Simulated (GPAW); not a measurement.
# TiO2 (Rutile, P4_2/mnm): the O K absorption edge, part 2 of 2

Aim: the dependence of the O K near-edge features of TiO2 (Rutile, P4_2/mnm) on volume.

GPAW 26.7.0; X-ray absorption from dipole matrix elements to empty bands, plane-wave PAW LDA.

So far. Step 10 (Spectrum with FCH, O atom 3): Against the first run the r.m.s. difference is 10 %. The highest intensity below 16 eV goes from 3.8 eV (2.41) to 3.7 eV (2.40).

### Step 12. Spectrum with FCH, O atom 3

Changed against the first core-hole run: volume scale from 1 to 1.06.

Contents of xas.py:

```python
import numpy as np
from ase import Atoms
from ase.parallel import parprint, paropen
from gpaw import GPAW, PW, FermiDirac, Mixer, MixerDif, setup_paths
from gpaw.test import gen
setup_paths.insert(0, '.')
gen('O', name='fch1s', xcname='LDA', corehole=(1, 0, 1), write_xml=True)
from gpaw.mpi import world
world.barrier()

atoms = Atoms('Ti4O8',
    cell=[[4.682266, 0, 3.01540296],
     [0, 4.682266, 3.01540296],
     [-4.682266, 0, 3.01540296]],
    scaled_positions=[[0.25, 0.5, 0.75],
     [0.75, 0.5, 0.25],
     [0, 0, 0],
     [0.5, 0, 0.5],
     [0.55496, 0.19504, 0.75],
     [0.05496, 0.19504, 0.25],
     [0, 0.69504, 0.30496],
     [0.5, 0.69504, 0.80496],
     [0.94504, 0.80496, 0.75],
     [0.44504, 0.80496, 0.25],
     [0, 0.30496, 0.69504],
     [0.5, 0.30496, 0.19504]],
    pbc=True)
atoms.calc = calc = GPAW(legacy_gpaw=True, mode=PW(500, force_complex_dtype=True), xc='LDA', setups={4: 'fch1s'},
    kpts={'size': (4, 4, 4), 'gamma': True}, occupations=FermiDirac(0.02),
    charge=0, mixer=Mixer(0.1, 5, 50), maxiter=150,
    convergence={'density': 0.0001, 'eigenstates': 1e-6}, txt='scf.txt')
energy = atoms.get_potential_energy() + calc.get_reference_energy()
ef = calc.get_fermi_level()
out = dict(energy=energy, fermi=ef, forces=atoms.get_forces().tolist())
parprint(f'all-electron energy {energy:.4f} eV, Fermi level {ef:.4f} eV')
ev = np.array([[calc.get_eigenvalues(k, s) for k in range(len(calc.get_ibz_k_points()))] for s in range(calc.get_number_of_spins())])
out['homo'], out['lumo'], out['counts'] = ev[ev < ef].max(), ev[ev > ef].min(), sorted(set((ev < ef).sum((0, 2)).tolist()))
out['filled'] = (ev[:, 0] < ef).sum(1).tolist()

from ase.units import Ha
from gpaw.xas import dipole_matrix_elements
nb = int(calc.get_number_of_electrons() / 2) + 102
top, nb = nb, nb + 8 + nb // 12
nscf = calc.fixed_density(kpts={'size': (6, 6, 6), 'gamma': True}, nbands=nb,
    convergence={'bands': top, 'eigenstates': 5e-3}, maxiter=60, txt='nscf.txt')
cell = atoms.cell.array
ops = [cell.T @ U.T @ np.linalg.inv(cell.T) for U in nscf.wfs.kd.symmetry.op_scc]
filled = [48]  # bands filled in the ground state, by spin
E = np.arange(-6, 34, 0.1)
fwhm = np.interp(E, [4, 25], [0.9, 3.5])
Y, X, zero, highest = 0, 0, 1e9, 1e9
for spin in range(nscf.get_number_of_spins()):
    wfs = nscf.wfs
    mine = wfs.bd.get_slice()  # this rank's bands
    A = dipole_matrix_elements(wfs.setups[4])
    eps = np.zeros((wfs.kd.nibzkpts, nb))
    d = np.zeros((3, A.shape[1], wfs.kd.nibzkpts, nb), complex)
    for kpt in wfs.kpt_u:
        if kpt.s == spin and 4 in kpt.P_ani:
            eps[kpt.k, mine] = kpt.eps_n * Ha
            d[:, :, kpt.k, mine] = (kpt.weight * wfs.nspins / 2) ** 0.5 * np.inner(A, kpt.P_ani[4])
    world.sum(eps)
    world.sum(d)
    T = np.einsum('amkn,bmkn->abkn', d, d.conj()).real
    T = sum(np.einsum('ai,ijkn,bj->abkn', R, T, R) for R in ops) / len(ops)
    empty = np.ones_like(eps, bool) & (np.arange(nb) >= filled[spin])
    zero, highest = min(zero, eps[empty].min()), min(highest, eps[:, top - 1].min())
    lines = [(eps, T, empty)] if spin == 0 else lines + [(eps, T, empty)]
for eps, T, empty in lines:
    f = np.einsum('aakn->akn', T).reshape(3, -1)
    x = eps.ravel() - zero
    w = np.interp(x, E, fwhm) / 2.35482
    g = np.exp(-0.5 * ((E[:, None] - x) / w) ** 2) / (w * (2 * np.pi) ** 0.5)
    Y = Y + (f * empty.ravel()) @ g.T
    X = X + (f * ~empty.ravel()) @ g.T
out.update(E=E.round(2).tolist(), xas=Y.tolist(), xes=X.tolist(), zero=zero, valid=highest - zero, nk=len(eps), nb=nb)
for i in range(0, len(E), 10):
    parprint(f'{E[i]:7.2f}', *(f'{v:10.3e}' for v in Y[:, i]))
import json
with paropen('out.json', 'w') as f:
    json.dump(out, f)
```

The run is started by

```
$ OMP_NUM_THREADS=1 mpirun -n 4 gpaw python xas.py
```

Run time: 3.7 min. Hardware: 4 MPI ranks of Arm Neoverse V1, shared host; peak memory 0.58 GiB; 15 min of CPU time.

```
E (eV)  first run  this run
  -2.0       0.00      0.00
  -1.0       0.00      0.00
   0.0       0.40      0.44
   1.0       1.76      1.71
   2.0       0.52      0.43
   3.0       0.93      1.73
   4.0       2.34      1.98
   5.0       0.74      0.32
   6.0       0.08      0.04
   7.0       0.12      0.17
   8.0       0.42      0.54
   9.0       1.02      1.15
  10.0       1.30      1.34
  11.0       1.25      1.36
  12.0       1.57      1.73
  13.0       1.76      1.86
  14.0       1.54      1.61
  15.0       1.35      1.29
  16.0       1.12      0.84
  17.0       0.71      0.50
  18.0       0.45      0.39
  19.0       0.39      0.43
  20.0       0.46      0.55
  21.0       0.59      0.69
  22.0       0.72      0.81
  23.0       0.81      0.85
  24.0       0.83      0.79
  25.0       0.78      0.71
  26.0       0.69      0.63
  27.0       0.61      0.59
  28.0       0.56      0.60
  29.0       0.58      0.67
  30.0       0.64      0.74
  31.0       0.70      0.83
  32.0       0.77      0.96
```

The scaled spectrum changes by 19 % r.m.s. A shift of -0.2 eV leaves 11 %. The highest intensity below 16 eV goes from 3.8 eV (2.41) to 3.5 eV (2.38).

The photon energy of the zero moves by -0.18 eV.

### Step 13. The volumes side by side

```
volume  nearest distance (Å)  shift of the zero (eV)  maximum 1 (eV above own zero)  maximum 2 (eV above own zero)  maximum 3 (eV above own zero)
  0.94                 1.907                   +0.19                            1.0                            4.2                           13.1
  0.97                 1.927                   +0.09                            1.0                            4.0                           13.0
     1                 1.947                   +0.00                            0.9                            3.8                           12.9
  1.03                 1.966                   -0.09                            0.9                            3.7                           12.8
  1.06                 1.985                   -0.18                            0.9                            3.5                           12.7
```

The curves, each shifted by its zero's change so that they share one photon-energy axis, counted from the zero at V × 1:

```
E (eV)  V × 0.94  V × 0.97  V × 1  V × 1.03  V × 1.06
  -2.0      0.00      0.00   0.00      0.00      0.00
  -1.0      0.00      0.00   0.00      0.00      0.01
   0.0      0.18      0.27   0.40      0.56      0.76
   1.0      1.64      1.74   1.76      1.68      1.52
   2.0      0.95      0.72   0.52      0.39      0.37
   3.0      0.21      0.43   0.93      1.58      2.10
   4.0      2.04      2.41   2.34      2.07      1.65
   5.0      1.74      1.23   0.74      0.40      0.20
   6.0      0.34      0.16   0.08      0.05      0.05
   7.0      0.07      0.09   0.12      0.16      0.22
   8.0      0.24      0.33   0.42      0.53      0.64
   9.0      0.74      0.88   1.02      1.13      1.23
  10.0      1.25      1.28   1.30      1.31      1.33
  11.0      1.17      1.20   1.25      1.33      1.41
  12.0      1.32      1.45   1.57      1.68      1.79
  13.0      1.65      1.71   1.76      1.79      1.82
  14.0      1.55      1.53   1.54      1.56      1.56
  15.0      1.27      1.32   1.35      1.33      1.22
  16.0      1.20      1.21   1.12      0.94      0.76
  17.0      1.05      0.90   0.71      0.56      0.46
  18.0      0.71      0.55   0.45      0.40      0.38
  19.0      0.46      0.40   0.39      0.41      0.45
  20.0      0.40      0.42   0.46      0.52      0.57
  21.0      0.47      0.52   0.59      0.65      0.71
  22.0      0.58      0.65   0.72      0.77      0.82
  23.0      0.70      0.77   0.81      0.84      0.84
  24.0      0.80      0.83   0.83      0.81      0.78
  25.0      0.83      0.81   0.78      0.74      0.70
  26.0      0.78      0.74   0.69      0.65      0.62
  27.0      0.70      0.65   0.61      0.59      0.58
  28.0      0.61      0.58   0.56      0.58      0.61
  29.0      0.55      0.55   0.58      0.63      0.68
  30.0      0.54      0.58   0.64      0.69      0.76
  31.0      0.59      0.64   0.70      0.76      0.85
  32.0      0.63      0.69   0.77      0.87      0.99
```

### Step 14. Results

```json
{
  "absorber and edge": "O K, atom 3 of the ground-state input (counted from 1)",
  "surroundings": "2 Ti at 1.95 Å and 1 Ti at 1.98 Å (distorted trigonal planar, site symmetry m2m)",
  "highest intensity below 16 eV": "3.8 eV above the zero, height 2.41",
  "photon energy of the zero, with the added terms": "524.9 eV (raw 533.7 eV; LDA puts this hole about 4 eV below PBE, itself good to a few eV)"
}
```

From V × 0.94 to V × 1.06 the nearest distance grows by 0.078 Å and the zero moves by -0.37 eV. Above their own zero, the maxima move from 1.0 to 0.9 eV, from 4.2 to 3.5 eV and from 13.1 to 12.7 eV. The O K edge of atom 3, with 2 Ti at 1.95 Å and 1 Ti at 1.98 Å (distorted trigonal planar, site symmetry m2m), has its highest intensity of the first 16 eV at 3.8 eV above the zero, near 529 eV in photon energy (LDA puts this hole about 4 eV below PBE, itself good to a few eV), 2.4 times the mean level of the first 20 eV (Gaussian full width 0.9 eV up to 4 eV, rising linearly to 3.5 eV at 25 eV). At the O K edge of atom 3 polarisation matters most near 3.5 eV, where the curves differ by 1.2 on this scale. The holes are only 5.5 Å apart, so the shape is probably not converged with cell size; no larger cell was run here. The mesh is coarse (0.24 Å⁻¹ between points), so small maxima may be mesh ripples. The structure is a published determination, not relaxed.

[Logs are printed without paths, hosts, clocks, repeated set-up lines and the standing remarks that a program may print on its own settings, such as how far it seeks lower states.]

[Hosts, paths, dates, database ids (printed as entryN), source tags and the programs' standing remarks are cut or masked in the printed files.]

[Lists of maxima count a maximum above −3 eV only where it reaches 4 % of the highest in the window and stands out from its surroundings by 2 % of it (1.5 % where it reaches 55 %); shoulders and weaker maxima are passed over, and of the rest the first, up to two pre-edge ones and the few strongest are named.]
